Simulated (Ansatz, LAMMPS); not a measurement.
# Convergence of a linear-scaling basis for glassy 76SiO2-9BaO-7SrO-4Li2O-4ZrO2 (mol %) (128 atoms), part 3 of 3

Aim: test how closely localised support functions follow the reference on glassy 76SiO2-9BaO-7SrO-4Li2O-4ZrO2 (mol %) (128 atoms), and at what cost. A setting counts as converged where the r.m.s. difference of forces stays under 1 % of the r.m.s. force.

Ansatz 0.2.0; Kohn-Sham DFT, PBE, PAW (set soft_2), plane waves.

The cell: 34 Si, 4 Ba, 3 Sr, 4 Li, 2 Zr and 81 O. The quench rate of 1000 K/ps is many orders above laboratory rates. The starting topology of bonds comes from the classical model. The Brillouin zone is sampled at Γ only, in a cell whose shortest periodic width is 12 Å. The levels lack spin–orbit coupling.

So far. Step 8 (Support functions medium, radius 3.81 Å): Forces differ from the reference by 0.76 meV/Å r.m.s., 0.075 % of their size, well within a tolerance of 1 %; the energy by -4.6 meV/atom. It took roughly 5.3 times the reference's time (one timing each, with unlike analyses asked), in 16 cycles against 9. Step 9 (Other settings): Forces differ from the reference by 0.016 meV/Å r.m.s., 0.0016 % of their size, well within a tolerance of 1 %.

**11. The reference in detail (continued)**

Electrostatic potential energy in the ac plane at fractional y = 0.240, with atoms of Si and Ba and Li and Zr and O within 0.2 Å of it. With pseudopotentials it is smooth inside the atoms' cores, unlike the true potential.

Ten even steps from '0' (-37 eV) to '9' (11 eV), each cell a mean:
```
9986100278999996100799999999999999
9997422578999998535899999999999999
9984137888999999888899999999999999
9885248987678999888899999999999999
6567789974247999999867999999999998
1003689985468999999866899999999985
0000589998889999999988999999999872
0002689999999999999888899999999874
6557899999999999999888899999999987
8889999999999999986789999999999999
9999999997789999986799999999999999
9999999984379999999999999999999999
9999987556689998889999999999999999
9997772001689997568999999999999999
9998861000689971016999999999999999
8889886335789982027999986678899998
5567888888999888789999951158899887
1114789999998888999999973478998863
0002689999988888999999999999998741
0013689999888889999999999999999852
4456899999988889999999999999999886
8888886799998899888899999998558998
9998864589999999888899999984004999
9987422579999998424899999996116999
```
Columns run along a (12.0 Å; values clipped at the 3rd and 97th percentile), rows up along c (12.0 Å). Atoms in or near the plane, at fractional coordinates: Si at (0.23, 0.40), Ba at (0.03, 0.21), Li at (0.30, 0.80), Zr at (0.04, 0.72), O at (0.85, 0.04), O at (0.51, 0.97), O at (0.48, 0.37).

Mean Löwdin charges: Ba +1.86, Li +0.78, O -0.84, Si +1.73, Sr +1.80, Zr +1.57 e (they miss 1.3 % of the electrons, so they add up to more than the cell's charge).

**12. Local order**

Bonds and neighbours are counted at the geometry of the runs.

Density 3.11 g/cm³, 13.65 Å³ an atom.

Pair distribution functions g(r), in bins of 0.2 Å:

```
r (Å)  total   O-O  O-Si  O-Ba  O-Li  O-Sr  O-Zr
 1.50   1.70  0.00  5.05  0.00  0.00  0.00  0.00
 1.70   2.71  0.00  8.06  0.00  0.00  0.00  0.00
 1.90   0.09  0.00  0.00  0.00  2.32  0.00  0.00
 2.10   0.35  0.00  0.00  0.00  4.07  0.00  9.81
 2.30   0.13  0.04  0.05  0.00  1.23  0.53  1.70
 2.50   1.13  2.49  0.00  0.00  0.00  3.63  0.00
 2.70   1.66  3.62  0.03  2.06  0.29  2.40  0.00
 2.90   0.86  1.08  0.33  2.80  0.24  1.34  0.00
 3.10   0.83  0.74  0.26  1.59  0.43  0.58  0.00
 3.30   0.87  0.84  0.79  0.80  0.97  0.27  0.00
 3.50   0.94  0.73  1.25  0.34  0.87  0.69  0.00
 3.70   0.99  0.58  1.31  0.79  1.42  1.46  1.54
 3.90   1.08  0.72  1.71  0.85  1.28  0.56  1.13
 4.10   1.10  0.61  1.70  0.38  1.54  0.88  1.52
 4.30   1.21  0.89  1.63  1.62  1.26  0.92  2.31
 4.50   0.94  0.91  0.91  0.73  0.54  1.40  1.71
 4.70   0.95  1.20  0.61  0.78  1.07  1.54  1.76
 4.90   1.04  1.34  0.69  1.43  0.72  1.79  0.54
 5.10   1.16  1.45  0.73  1.48  1.16  1.10  0.81
 5.30   0.93  1.14  0.66  0.99  0.92  0.70  0.76
 5.50   0.97  1.10  0.82  1.42  1.07  0.94  0.14
 5.70   0.97  0.95  1.12  0.65  0.79  0.35  0.27
 5.90   0.95  0.86  1.08  0.86  1.16  0.65  0.74
```

Bonds by pair of elements; cutoffs follow the first minimum of g(r), held within bounds set by covalent radii, and pairs that aren't listed don't count as bonded:

```
pair A-B  cutoff (Å)  bonds  mean length (Å)  spread (Å)  shortest (Å)  B about A  A about B
    O-Si        2.02    136             1.62       0.049          1.52       1.68          4
    O-Ba        3.43     29             2.95       0.191          2.64      0.358       7.25
    O-Li        2.52     15             2.07       0.134          1.88      0.185       3.75
    O-Sr        3.05     19             2.64       0.171          2.33      0.235       6.33
    O-Zr        2.82     12             2.12       0.069          2.04      0.148          6
```

The cutoff for O-Sr falls short of the minimum of g(r), so counts run low and odd coordinations can be artefacts.

How many atoms have how many bonded neighbours:

```
element  mean   2   3   4  5  6  7  9
     Ba  7.25   0   0   0  0  1  2  1
     Li  3.75   0   2   1  1  0  0  0
      O  2.60  38  37   6  0  0  0  0
     Si     4   0   0  34  0  0  0  0
     Sr  6.33   0   0   0  0  2  1  0
     Zr     6   0   0   0  0  2  0  0
```

Oxygen atoms by the number of network formers (Si, P, Ge, B, Al, As, Ga) bound to them:

```
network formers bound to O  O atoms  per cent
                         0        0         0
                         1       27      33.3
                         2       53      65.4
                         3        1       1.2
```

Network units: each former by its oxygen neighbours and how many of them bridge to another former:

```
former  O neighbours  bridging O  atoms
    Si             4           2      5
    Si             4           3     17
    Si             4           4     12
```

Rings of the network by King's shortest-path rule, up to 12 atoms, one path for each pair of neighbours; H, halogens, alkali and alkaline-earth atoms are left out:

```
ring size (atoms)  rings  per network atom
                4      1             0.009
                6      2             0.017
                8     12             0.103
               10     11             0.094
               12     16             0.137
```

First main peaks of g(r), for some of the pairs, lie near 2.6 Å (O-O), 1.6 Å (O-Si), 2.9 Å (O-Ba), 2.0 Å (O-Li), 2.6 Å (O-Sr) and 2.1 Å (O-Zr). 65 % of the oxygens bridge two formers and 33 % are non-bridging; 1 % join three. The commonest Si unit has 4 oxygens, 3 of them shared with other formers (17 of 34 atoms). Rings of 12 atoms are the most common (38 % of those counted); sizes run from 4 to 12, where the search stops.

A closer look about O66, which bears the longest force: 8 atoms, nearest first, numbered in the order of the input, with positions taken from that point.

```
atom      x      y      z  distance (Å)  bonds  Löwdin charge (e)     Fx     Fy  Fz (eV/Å)
 O66   0.00   0.00   0.00          0.00      3              -1.01  -1.44   2.93       0.56
 Si5   0.56  -1.41  -0.30          1.55      4               1.70  -0.43   1.76      -0.06
 O62   0.36  -2.19   1.12          2.49      3              -0.83   0.93  -1.84       0.72
Sr40  -2.45   0.52  -0.11          2.51      6               1.80   1.10  -0.62       0.10
O106   2.04  -1.20  -0.90          2.53      2              -0.79   1.60  -1.09      -0.60
 O74  -0.41  -2.19  -1.37          2.61      3              -0.82  -0.55  -1.78      -0.24
 O67  -0.42   2.22  -1.72          2.84      3              -1.01  -0.74   1.15       1.67
O108  -0.11  -0.26  -2.84          2.85      2              -0.78   0.17  -0.24      -0.64
```

**13. Outcome**

```yaml
free_energy_per_atom: -869.8222 eV/atom
pressure: 5.452 GPa
r_m_s_force_component: 1.009 eV/Å
spacing_of_highest_filled_and_lowest_empty_level: 2.571 eV
wall_time_of_the_6_dft_runs: 8.7 min
```

In words: Against plane waves at 420 eV, the forces differ by 1.2 meV/Å (0.11 %) with support functions medium, and by 0.76 meV/Å in the closest run (support functions medium, radius 3.81 Å). At 128 atoms the fastest of the runs at a preset level, support functions low, takes roughly 4.1 times the time of plane waves (whose run also made extra analyses), in 14 SCF cycles against 9. Differences between support functions and plane waves include what basis error the plane-wave run still has.

The highest filled and lowest empty levels differ by 2.57 eV (at Γ alone); a semilocal functional tends to put such gaps too low. In a disordered cell it changes from sample to sample, and tail or defect levels can set it. 65 % of the oxygens bridge two formers and 33 % are non-bridging; 1 % join three.

**Limits.** The geometry was minimised with a classical potential and isn't relaxed at this level: its force components are 1.0 eV/Å r.m.s. The pressure of 5.5 GPa belongs to unrelaxed atoms and would change as they relax.

[Long decimals in the printed logs are rounded to 6 places.]

[Logs are printed without paths, hosts, clocks, repeated set-up lines and the standing remarks that a program may print on its own settings, such as how far it seeks lower states.]

[Hosts, paths, dates, database ids (printed as entryN), source tags and the programs' standing remarks are cut or masked in the printed files.]
